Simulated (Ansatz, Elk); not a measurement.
# IrC: X-ray structure factors from the self-consistent density

Structure refinements treat a crystal as free atoms side by side. For a made-up structure of IrC (cell and positions from a PBEsol relaxation) the runs below show what the calculated density changes in F(hkl).

Main program and level: Elk 11.2.3 (patched build); DFT, PBE, all-electron APW+lo, Dirac cores, scalar-relativistic bands, static density, no spin.

The structure was built from a prototype and need not be the compound's stable phase.

### Step 1. Set-up

It takes space group P6_3/mmc (No. 194, hexagonal). Conventional cell: a = 2.867 Å, b = 2.867 Å, c = 5.715 Å, α = 90.00°, β = 90.00°, γ = 120.00°. Nearest to Ir lie 6 C at 2.19 Å. C has 6 Ir at 2.19 Å nearest. Farther neighbours are not listed.

### Step 2. Ground state and structure factors

An all-electron density is needed, since X-rays see the cores too. Task 0 finds the density and task 195 Fourier-transforms it; tshift is off so that phases refer to the origin typed.

The input, elk.in:

```
tasks
  0
  195

xctype
  20

spinpol
  .false.

rgkmax
  7.0

gmaxvr
  14.0

lmaxo
  7

lmaxapw
  8

swidth
  0.002

tshift
  .false.

hmaxvr
  5.5

maxscl
  120

epspot
  1e-06

sppath
  './'

avec
  5.41797780537 0.00000000000 -0.00000000000
  -2.70898890268 4.69210641659 0.00000000000
  -0.00000000000 0.00000000000 10.79936382141

atoms
  2
  'Ir.in'
  2
  0.3333333333 0.6666666667 0.2500000000   0.000000 0.000000 0.000000
  0.6666666667 0.3333333333 0.7500000000   0.000000 0.000000 0.000000
  'C.in'
  2
  0.0000000000 0.0000000000 0.5000000000   0.000000 0.000000 0.000000
  0.0000000000 -0.0000000000 -0.0000000000   0.000000 0.000000 0.000000

ngridk
  9 9 4
```

On the command line:

```bash
OMP_NUM_THREADS=4 elk
```

Numbers of over 12 decimals in the logs are rounded to 6 here.

The log of the run:

```text
┌─────────────────────────┐
│ Elk code version 11.2.3 │
└─────────────────────────┘

All units are atomic (Hartree, Bohr, etc.)

┌─────────────────────────────────────────────────┐
│ Ground-state run starting from atomic densities │
└─────────────────────────────────────────────────┘

Lattice vectors :
   5.417977805       0.000000000      -0.000000000
  -2.708988903       4.692106417       0.000000000
  -0.000000000       0.000000000       10.79936382

Reciprocal lattice vectors :
   1.159691961      0.6695484660       0.000000000
  -0.000000000       1.339096932      -0.000000000
   0.000000000       0.000000000      0.5818106891

Unit cell volume      :    274.5384942
Brillouin zone volume :   0.9035170610

Muffin-tin inner radius fraction :   0.1000000000E-01

Nuclei treated as point charges

Species : 1 (Ir)
 parameters loaded from : Ir.in
 name : iridium
 nuclear charge    :   -77.00000000
 electronic charge :    77.00000000
 atomic mass :    350390.1562
 muffin-tin radius :    2.484735796
 number of radial points in muffin-tin :   1393
 inner part over the whole radius :   0.9952994400E-02
 number on inner part of muffin-tin    :    997
 approximate nuclear radius :   0.1024342351E-03
 number of mesh points to nuclear radius :    526
 atomic positions (lattice), magnetic fields (Cartesian) :
  1 :   0.33333333 -0.33333333  0.25000000    0.00000000  0.00000000  0.00000000
  2 :  -0.33333333  0.33333333 -0.25000000    0.00000000  0.00000000  0.00000000

Species : 2 (C)
 parameters loaded from : C.in
 name : carbon
 nuclear charge    :   -6.000000000
 electronic charge :    6.000000000
 atomic mass :    21894.16674
 muffin-tin radius :    1.597330154
 number of radial points in muffin-tin :    593
 inner part over the whole radius :   0.9804269470E-02
 number on inner part of muffin-tin    :    404
 approximate nuclear radius :   0.4747601631E-04
 number of mesh points to nuclear radius :    167
 atomic positions (lattice), magnetic fields (Cartesian) :
  1 :   0.00000000  0.00000000  0.50000000    0.00000000  0.00000000  0.00000000
  2 :   0.00000000  0.00000000  0.00000000    0.00000000  0.00000000  0.00000000

Total number of atoms per unit cell :    4
Total muffin-tin volume :    162.6596866
 ratio of muffin-tin to unit cell volume :   0.5924840777

Spin treatment :
 spin-unpolarised

Number of Bravais lattice symmetries :   24
Number of crystal symmetries         :   24
Crystal has inversion symmetry
Real symmetric eigensolver will be used

k-point grid :      9     9     4
k-point offset :    0.000000000       0.000000000       0.000000000
k-point set is reduced with full crystal symmetry group
Total number of k-points :       36

Muffin-tin radius times maximum |G+k| :    7.000000000
 using average radius
Maximum |G+k| for APW functions       :    3.429635917
Maximum (1/2)|G+k|²                   :    5.881201262
Maximum |G| for potential and density :    14.00000000
Constant for pseudocharge density :    9
 order of it for each species :   16  16
 order of it for pair densities of each species (exact exchange by exxq0 0: 17) :   14   4
Radial integration step length :    1

G-vector grid sizes :     25    25    49
Number of G-vectors :    12613

Maximum angular momentum used for
 APW functions            :    8
 outer part of muffin-tin :    7
 inner part of muffin-tin :    2

Total nuclear charge    :   -166.0000000
Total core charge       :    100.0000000
Total valence charge    :    66.00000000
Total excess charge     :    0.000000000
Total electronic charge :    166.0000000

Effective Wigner radius, rₛ :   0.7336160935

Number of empty states         :     16
Total number of valence states :     50
Total number of core states    :    100

Third-order local-orbitals added for an l without core states : T
Total number of local-orbitals :     92

Exchange-correlation functional :     20     0     0
 Perdew-Burke-Ernzerhof, Phys. Rev. Lett. 77, 3865 (1996)
 gradient requirement :    1
[...]
xc potential                :     -912.14431763986
 exchange                    :     -698.61502425019
 correlation                 :     -9.914985
 electron entropic           :    -0.10458302941993E-02
 total energy                :     -35795.073070517

Density of states at Fermi energy :    80.94208143
 (states/Hartree/unit cell)

Estimated indirect band gap :   0.2076761091E-02
 from k-point 7 to k-point 9
Estimated direct band gap   :   0.1572600218E-01
 at k-point 11

Charges :
 core                        :    100.0000000
 valence                     :    66.00000000
 interstitial                :    5.851879063
 muffin-tins (core leakage)
  species : 1 (Ir)
   atom 1                    :    75.06737230     (  0.1325832646E-02)
   atom 2                    :    75.06737230     (  0.1325832646E-02)
  species : 2 (C)
[...]
total in muffin-tins        :    160.1481209
 total calculated charge     :    165.9921819
 total charge                :    166.0000000
 error                       :   0.7818115197E-02

RMS change in Kohn-Sham potential (target) :    2.037287336     (  0.1000000000E-05)
Absolute change in total energy (target)   :    1.630035690     (  0.1000000000E-03)

[... loops 3 to 15 left out ...]

┌──────────────────┐
│ Loop number : 16 │
└──────────────────┘

Energies :
 Fermi                       :     0.527835
 sum of occupied eigenvalues :     -21942.247231231
 electron kinetic            :      40784.650021708
 core electron kinetic       :      39240.339070864
 Coulomb                     :     -75867.746521904
 Coulomb potential           :     -61799.088875301
 nuclear-nuclear             :     -3445.1734243472
 electron-nuclear            :     -83122.383139937
 Hartree                     :      10699.810042381
 Madelung                    :     -44968.202084253
 xc potential                :     -927.80837763769
 exchange                    :     -699.24224892500
 correlation                 :     -9.931739
 electron entropic           :    -0.53613747234051E-03
 total energy                :     -35792.271024046

Density of states at Fermi energy :    35.92425233
 (states/Hartree/unit cell)

Estimated indirect band gap :   0.5768888235E-02
 from k-point 22 to k-point 21
Estimated direct band gap   :   0.2003258377E-01
 at k-point 22

Charges :
 core                        :    100.0000000
 valence                     :    66.00000000
 interstitial                :    5.558647719
 muffin-tins (core leakage)
  species : 1 (Ir)
[...]
species : 2 (C)
[...]
total in muffin-tins        :    160.4413523
 total calculated charge     :    165.9929120
 total charge                :    166.0000000
 error                       :   0.7087958785E-02

RMS change in Kohn-Sham potential (target) :   0.2218868091E-06 (  0.1000000000E-05)
Absolute change in total energy (target)   :   0.7345662016E-04 (  0.1000000000E-03)

Convergence targets achieved

┌──────────────────┐
│ Loop number : 17 │
└──────────────────┘

Energies :
 Fermi                       :     0.527835
 sum of occupied eigenvalues :     -21942.247238653
 electron kinetic            :      40784.650021921
 core electron kinetic       :      39240.339066732
 Coulomb                     :     -75867.746529823
 Coulomb potential           :     -61799.088865601
 nuclear-nuclear             :     -3445.1734243472
 electron-nuclear            :     -83122.383165747
 Hartree                     :      10699.810060272
 Madelung                    :     -44968.202097022
 xc potential                :     -927.80839497189
 exchange                    :     -699.24224926579
 correlation                 :     -9.931739
 electron entropic           :    -0.53613764259252E-03
 total energy                :     -35792.271032102

Density of states at Fermi energy :    35.92427526
 (states/Hartree/unit cell)

Estimated indirect band gap :   0.5768879044E-02
 from k-point 22 to k-point 21
Estimated direct band gap   :   0.2003257571E-01
 at k-point 22

Charges :
 core                        :    100.0000000
 valence                     :    66.00000000
 interstitial                :    5.558647617
 muffin-tins (core leakage)
  species : 1 (Ir)
[...]
atom 2                    :    75.61649228     (  0.1242687136E-02)
  species : 2 (C)
   atom 1                    :    4.604183915     (  0.2106874515E-04)
   atom 2                    :    4.604183915     (  0.2106874515E-04)
 total in muffin-tins        :    160.4413524
 total calculated charge     :    165.9929120
 total charge                :    166.0000000
 error                       :   0.7087958614E-02

┌──────────────────────────────┐
│ Self-consistent loop stopped │
└──────────────────────────────┘

Warning : core states of species 1 leak from the muffin-tin :   0.1242687136E-02

Wrote STATE.OUT
```

Run time: 22 s. Hardware: 4 threads of Arm Neoverse V2, shared host; peak memory 0.18 GiB; 70 s of CPU time.

SFACRHO.OUT:

```text

h k l indices transformed by vhmat matrix:
   1.000000000       0.000000000       0.000000000    
   0.000000000       1.000000000       0.000000000    
   0.000000000       0.000000000       1.000000000    

      h      k      l  multipl.   |H|            Re(F)            Im(F)           |F|

      0      0      0      1   0.0000000       166.00000      0.69010224E-16   166.00000    
      0      0      1      2  0.58181069      0.39528615E-13  0.15785924E-14  0.39560123E-13
      0      0      2      2   1.1636214      -126.08177     -0.31739334E-14   126.08177    
     -1      1      0      6   1.3390969      -57.598245     -0.22805383E-13   57.598245    
      1     -1     -1      6   1.4600289      -110.14273      0.48079049E-13   110.14273    
     -1      1     -1      6   1.4600289       110.14273      0.48098436E-13   110.14273    
      0      0     -3      2   1.7454321     -0.12906331E-12 -0.49871534E-14  0.12915963E-12
      1     -1     -2      6   1.7740336       65.720908     -0.20117731E-13   65.720908    
      1     -1      2      6   1.7740336       65.720908     -0.25564245E-13   65.720908    
      0     -1      3      6   2.1999349       96.212250     -0.41099680E-13   96.212250    
      0      1      3      6   2.1999349      -96.212250     -0.37307629E-13   96.212250    
     -1      2      0      6   2.3193839       113.24127      0.96929953E-13   113.24127    
      0      0     -4      2   2.3272428       113.04086      0.48518806E-14   113.04086    
     -1      2     -1     12   2.3912435      0.67654066E-07 -0.12193728E-14  0.67654066E-07
     -1      2     -2     12   2.5949097      -99.703203     -0.89838246E-13   99.703203    
      0      2      0      6   2.6781939      -47.372582     -0.38064260E-13   47.372582    
      0     -1      4      6   2.6850027      -47.302435      0.41287211E-13   47.302435    
      0      1      4      6   2.6850027      -47.302435     -0.27315658E-13   47.302435
```

Elk indexes on the primitive cell of elk.in and gives |H| = 4π sin θ/λ in inverse bohr. Below, one row stands for each form hkl of the conventional cell (m members, Friedel mates merged), F is for one primitive cell and the density is static (no thermal factor). Free-atom factors are Waasmaier and Kirfel's, and R is Σm||F|−|F'||/Σm|F|. Elk warned that it couldn't find a linearisation energy, which lowers the accuracy of some states in this run and its variants.

| hkl | m | sin θ/λ (Å⁻¹) | abs F, DFT | neutral atoms | diff. |
| --- | --- | --- | --- | --- | --- |
| 001 | 2 | 0.087 | 0.000 | 0.000 | +0.000 |
| 002 | 2 | 0.175 | 126.082 | 126.455 | -0.373 |
| 100 | 6 | 0.201 | 57.598 | 58.008 | -0.409 |
| 101 | 12 | 0.220 | 110.143 | 110.298 | -0.155 |
| 003 | 2 | 0.263 | 0.000 | 0.000 | +0.000 |
| 102 | 12 | 0.267 | 65.721 | 65.706 | +0.015 |
| 103 | 12 | 0.331 | 96.212 | 96.413 | -0.201 |
| 110 | 6 | 0.349 | 113.241 | 113.320 | -0.079 |
| 004 | 2 | 0.350 | 113.041 | 113.154 | -0.113 |
| 111 | 12 | 0.360 | 0.000 | 0.000 | +0.000 |
| 112 | 12 | 0.390 | 99.703 | 99.768 | -0.065 |
| 200 | 6 | 0.403 | 47.373 | 47.238 | +0.134 |
| 104 | 12 | 0.404 | 47.302 | 47.184 | +0.118 |
| 201 | 12 | 0.412 | 87.507 | 87.563 | -0.056 |
| 113 | 12 | 0.436 | 0.000 | 0.000 | +0.000 |
| 005 | 2 | 0.438 | 0.000 | 0.000 | +0.000 |
| 202 | 12 | 0.439 | 52.595 | 52.639 | -0.043 |
| 203 | 12 | 0.481 | 80.895 | 80.928 | -0.033 |
| 105 | 12 | 0.482 | 80.890 | 80.850 | +0.040 |
| 114 | 12 | 0.494 | 95.301 | 95.439 | -0.138 |
| 006 | 2 | 0.525 | 86.031 | 85.659 | +0.372 |
| 210 | 12 | 0.533 | 40.803 | 40.831 | -0.028 |

### Step 3. Summary of results

* R against neutral atoms, sin θ/λ < 0.3 Å⁻¹: 0.19 %
* R against neutral atoms, 0.3 to 0.82 Å⁻¹: 0.14 %

In words: Independent neutral atoms miss the calculated amplitudes by R = 0.19 % below 0.3 Å⁻¹ and 0.14 % from there to 0.82 Å⁻¹; by shells, 0.19 % 0.15 to 0.3 (4 forms), 0.13 % 0.3 to 0.45 (8 forms), 0.14 % above 0.45 (40 forms). Bonding, aspherical density and the tables' own atoms all enter these figures, and the runs don't part them. The largest change of an amplitude is -0.41 electrons, at 100. The basis has no finished test. The k-mesh has no finished test. These runs have no spin, though d or f shells may be open. Spin-orbit coupling is left out, which can matter for elements this heavy. Part of the difference isn't bonding: the tables are fits to free atoms and ions calculated by other methods than this functional. Thermal motion, anomalous dispersion and extinction are left out.

[Logs are printed without paths, hosts, clocks, repeated set-up lines and the standing remarks that a program may print on its own settings, such as how far it seeks lower states.]

[Hosts, paths, dates, database ids (printed as entryN), source tags and the programs' standing remarks are cut or masked in the printed files.]
